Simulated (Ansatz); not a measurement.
## Atom list for Liquid pyrrole from a run at 300 K (150 atoms)

The starting structure: 15 pyrrole placed at random, at 0.97 g/cm³; overlaps pushed apart, then 10 ps at 450 K with MMFF94 bonds, angles, torsions, charges and radii (Halgren, J. Comput. Chem. 17, 490 (1996)) in harmonic and 12-6 forms. Snapshot after 20 ps at 300 K and fixed volume.

Calculated values (Ansatz 0.2.0, Kohn-Sham DFT, LDA, PAW (set soft_2), plane waves; cutoff 420 eV, Γ point, gaussian smearing of 0.025 eV; density 0.970 g/cm³) for the frame at 28 fs of a trajectory (instantaneous temperature 288 K).

Cell vectors (Å):

```
11.988 0.000 0.000
0.000 11.988 0.000
0.000 0.000 11.988
```

Positions in Å, forces in eV/Å:

```tsv
atom	x	y	z	fx	fy	fz
C1	4.689	5.347	3.580	1.842	-0.428	-2.129
C2	4.103	6.097	2.537	-1.413	-0.114	0.485
C3	3.221	6.982	3.129	-0.330	1.304	0.079
N4	3.373	6.928	4.494	0.937	-0.772	-0.480
C5	4.315	5.915	4.719	-1.576	1.681	2.260
H6	5.538	4.638	3.442	-0.745	0.277	0.233
H7	4.127	5.912	1.484	0.202	-0.204	-0.786
H8	2.507	7.725	2.668	0.820	-0.663	0.459
H9	3.013	7.651	5.205	0.295	-1.017	-0.824
H10	4.662	5.712	5.719	0.033	-0.056	0.508
C11	7.539	1.464	10.139	1.234	-0.640	-0.923
C12	7.844	2.857	10.183	0.253	-0.109	0.024
C13	9.187	2.990	9.735	-1.081	1.677	1.180
N14	9.716	1.794	9.549	-3.137	-1.747	-0.014
C15	8.742	0.824	9.665	-1.614	0.944	1.169
H16	6.521	0.973	10.345	1.560	0.601	-0.190
H17	7.123	3.596	10.632	0.919	-0.297	-0.796
H18	9.869	3.834	9.543	-0.543	0.123	0.383
H19	10.618	1.641	9.184	1.831	-0.480	-0.874
H20	8.890	11.755	9.458	0.369	-0.012	-0.005
C21	11.593	11.543	8.164	1.351	0.735	1.552
C22	0.005	0.884	7.871	0.214	0.219	0.449
C23	0.802	1.331	8.909	0.530	-0.485	0.101
N24	0.971	0.326	9.829	-2.300	-0.742	-1.693
C25	0.178	11.231	9.408	0.795	1.079	-0.285
H26	11.139	10.880	7.467	-0.799	-0.631	-0.285
H27	11.716	1.579	7.066	-0.089	-0.593	-0.108
H28	1.304	2.294	8.958	0.192	0.052	0.293
H29	1.654	0.257	10.578	0.189	0.260	0.302
H30	0.104	10.374	10.088	0.029	-0.018	-0.457
C31	8.267	7.987	7.933	-0.403	0.412	0.494
C32	8.093	9.067	8.814	0.097	0.649	1.401
C33	8.659	8.704	10.058	-0.161	0.849	-0.380
N34	9.135	7.452	9.888	-0.806	0.195	-0.920
C35	8.862	6.976	8.665	-0.267	0.440	-1.764
H36	7.943	8.031	6.895	-0.009	-0.459	-0.061
H37	7.522	10.006	8.640	0.557	-0.476	-0.021
H38	8.843	9.255	11.023	-0.418	-0.547	-0.992
H39	9.536	6.855	10.552	0.939	-0.793	1.867
H40	9.054	5.980	8.280	0.355	-0.253	0.441
C41	11.140	1.620	0.620	-1.175	-1.799	-1.504
C42	0.508	1.878	0.829	-0.015	1.081	1.468
C43	0.609	2.415	2.129	0.179	-0.356	-1.759
N44	11.350	2.404	2.643	-0.329	1.397	2.534
C45	10.458	1.853	1.797	0.248	0.645	-1.232
H46	10.633	1.160	11.686	0.822	0.632	1.218
H47	1.356	1.831	0.170	0.320	-0.301	-0.453
H48	1.525	2.703	2.640	-0.174	0.127	0.362
H49	11.072	3.039	3.451	0.418	-1.179	-0.760
H50	9.401	1.755	1.980	-0.308	0.145	0.289
C51	11.430	4.866	6.527	-0.993	0.639	1.232
C52	11.408	5.647	5.369	-0.737	0.266	0.342
C53	0.447	5.228	4.584	1.328	1.322	-1.498
N54	1.103	4.250	5.217	0.383	-0.743	0.560
C55	0.491	4.020	6.415	0.929	-0.863	-0.247
H56	10.795	5.018	7.439	0.344	-0.387	-0.897
H57	10.669	6.405	5.192	-0.188	0.568	-0.368
H58	1.059	5.748	3.808	-0.907	-0.282	0.043
H59	2.011	3.887	4.882	-0.374	-0.232	0.445
H60	0.758	3.179	7.027	0.419	-0.272	0.358
C61	3.802	9.862	6.481	0.416	-0.297	0.893
C62	2.478	9.449	6.270	-0.876	0.372	-1.036
C63	2.322	8.253	6.901	1.378	-1.048	1.627
N64	3.501	7.952	7.579	-0.167	0.614	-0.450
C65	4.408	8.937	7.347	-0.657	0.481	-0.880
H66	4.221	10.744	6.023	0.339	0.382	0.030
H67	1.681	9.932	5.634	0.850	-0.381	0.596
H68	1.561	7.520	7.036	-1.138	-0.309	-0.233
H69	3.771	7.084	8.079	-0.417	0.117	-0.098
H70	5.401	8.867	7.783	0.225	0.062	-0.056
C71	3.728	11.083	0.254	-0.131	-0.067	1.218
C72	3.978	0.304	11.603	0.758	0.701	-0.673
C73	3.934	0.041	10.247	0.021	0.970	-1.773
N74	3.580	10.715	10.039	0.221	1.887	3.693
C75	3.428	10.155	11.316	-0.627	-2.022	-2.329
H76	3.910	10.849	1.298	-0.359	0.131	0.339
H77	4.309	1.247	0.084	-0.209	-0.359	-0.247
H78	4.088	0.766	9.363	-0.188	-1.229	1.318
H79	3.574	10.274	9.161	-0.210	-1.007	-1.728
H80	3.021	9.106	11.396	0.691	0.959	0.025
C81	9.480	6.227	2.367	1.414	-0.079	-0.977
C82	9.085	5.988	1.020	-1.982	0.682	2.398
C83	7.751	6.387	1.033	0.724	-0.321	-0.674
N84	7.417	6.901	2.244	0.051	0.048	-0.988
C85	8.497	6.895	3.037	0.543	-0.736	1.561
H86	10.434	5.878	2.736	0.397	0.248	0.459
H87	9.590	5.430	0.268	0.492	-0.473	-0.664
H88	7.089	6.234	0.204	-0.863	0.285	-0.260
H89	6.551	7.373	2.479	-0.405	0.214	-0.070
H90	8.489	7.186	4.113	-0.206	-0.045	-0.878
C91	5.316	6.110	9.902	-0.180	1.176	0.066
C92	4.850	5.220	8.944	-0.364	-1.219	-0.581
C93	3.530	4.918	9.292	-1.066	-0.741	-0.757
N94	3.192	5.712	10.355	0.914	-0.502	-1.042
C95	4.237	6.474	10.664	1.274	0.409	1.097
H96	6.280	6.587	10.020	0.443	0.045	-0.296
H97	5.436	4.870	8.075	-0.315	-0.290	0.475
H98	2.739	4.162	8.925	1.343	1.283	0.204
H99	2.244	5.973	10.541	-1.289	-0.058	0.491
H100	4.270	7.193	11.475	-0.368	0.127	0.193
C101	6.587	9.917	1.337	1.522	-0.259	3.267
C102	5.982	9.665	2.632	-1.644	-1.543	-0.890
C103	6.881	9.839	3.643	-0.282	1.034	0.261
N104	7.979	10.388	3.083	0.861	-1.419	-0.537
C105	7.900	10.228	1.722	-0.081	1.622	-1.107
H106	6.132	9.763	0.372	0.043	0.045	-0.361
H107	5.019	9.117	2.779	0.352	0.642	-0.084
H108	6.870	9.702	4.729	-0.454	-0.004	-0.206
H109	8.855	10.462	3.628	0.129	0.033	-0.490
H110	8.773	10.547	1.120	-0.453	-0.147	0.164
C111	10.983	9.724	4.604	-0.232	-0.776	1.400
C112	11.880	9.131	3.705	0.587	-0.761	-1.989
C113	0.205	10.149	2.821	0.720	1.302	-0.527
N114	11.589	11.329	3.209	0.233	-1.162	0.326
C115	10.866	11.061	4.345	0.460	-0.332	-1.312
H116	10.478	9.269	5.463	0.148	-0.157	-0.098
H117	0.234	8.052	3.440	-0.781	1.657	1.077
H118	0.935	10.246	1.981	-0.579	-0.465	0.441
H119	11.604	0.218	2.658	0.011	-0.373	0.390
H120	10.293	11.772	4.882	-0.539	0.989	0.412
C121	8.011	1.705	4.772	-0.071	-1.132	0.692
C122	8.200	3.077	4.777	1.360	1.900	-0.709
C123	8.113	3.540	6.112	-0.628	-0.892	-0.011
N124	7.793	2.423	6.892	0.792	0.642	-2.372
C125	7.785	1.330	6.087	-0.198	-0.892	0.044
H126	8.101	0.998	3.927	-0.143	0.346	0.319
H127	8.634	3.580	3.823	-1.054	-0.106	1.731
H128	8.166	4.527	6.617	0.082	-0.524	-0.597
H129	7.759	2.395	7.902	-0.168	0.104	0.854
H130	7.664	0.304	6.476	-0.102	0.527	0.048
C131	0.268	6.215	10.338	-1.050	-0.903	-0.561
C132	0.364	7.314	11.255	0.832	-1.310	-0.191
C133	0.637	6.719	0.498	0.204	1.808	1.117
N134	0.578	5.411	0.374	-0.481	-2.728	-2.023
C135	0.321	5.002	11.027	0.606	3.885	2.500
H136	0.098	6.131	9.244	-0.037	0.793	0.430
H137	0.367	8.379	11.039	0.002	0.011	-0.068
H138	0.919	7.144	1.517	-0.533	-0.290	-1.378
H139	0.738	4.684	1.065	0.031	-0.052	0.632
H140	0.055	4.007	10.824	-0.078	-1.484	-0.474
C141	2.716	1.164	5.084	1.381	1.264	-1.883
C142	3.148	0.800	3.739	-1.056	-1.113	1.730
C143	4.410	1.234	3.613	0.744	1.683	0.647
N144	4.719	2.044	4.703	0.810	-0.619	-1.828
C145	3.687	2.059	5.552	-0.960	-0.817	1.982
H146	1.877	0.819	5.633	-1.077	-0.139	0.415
H147	2.696	0.139	2.990	-0.245	0.060	0.369
H148	5.067	1.081	2.777	0.586	0.108	-0.264
H149	5.654	2.463	4.788	-0.208	0.068	0.269
H150	3.732	2.532	6.588	0.119	-0.498	-1.379
```

The network of contacts between molecules at the start is that of the classical potential that made the cell. The functional has no dispersion term, which matters for the binding between molecules or layers, where LDA binds through overlap of densities alone. The density was typed from a rule of thumb and may lie off the real one at this temperature. Only the Γ point is sampled, in a cell whose shortest periodic width is 12 Å.

The r.m.s. force component is 0.931 eV/Å; the longest force, 4.66 eV/Å, acts on C135. The energy lies 1.6 meV/atom above that of the first step of this run.

[Logs are printed without paths, hosts, clocks, repeated set-up lines and the standing remarks that a program may print on its own settings, such as how far it seeks lower states.]

[Hosts, paths, dates, database ids (printed as entryN), source tags and the programs' standing remarks are cut or masked in the printed files.]

[The MMFF94 radii named for the starting cell were scaled by 0.96; in molecules described by MMFF94, hydrogen bound to N, O or S took a small fixed 12-6 site in their place.]
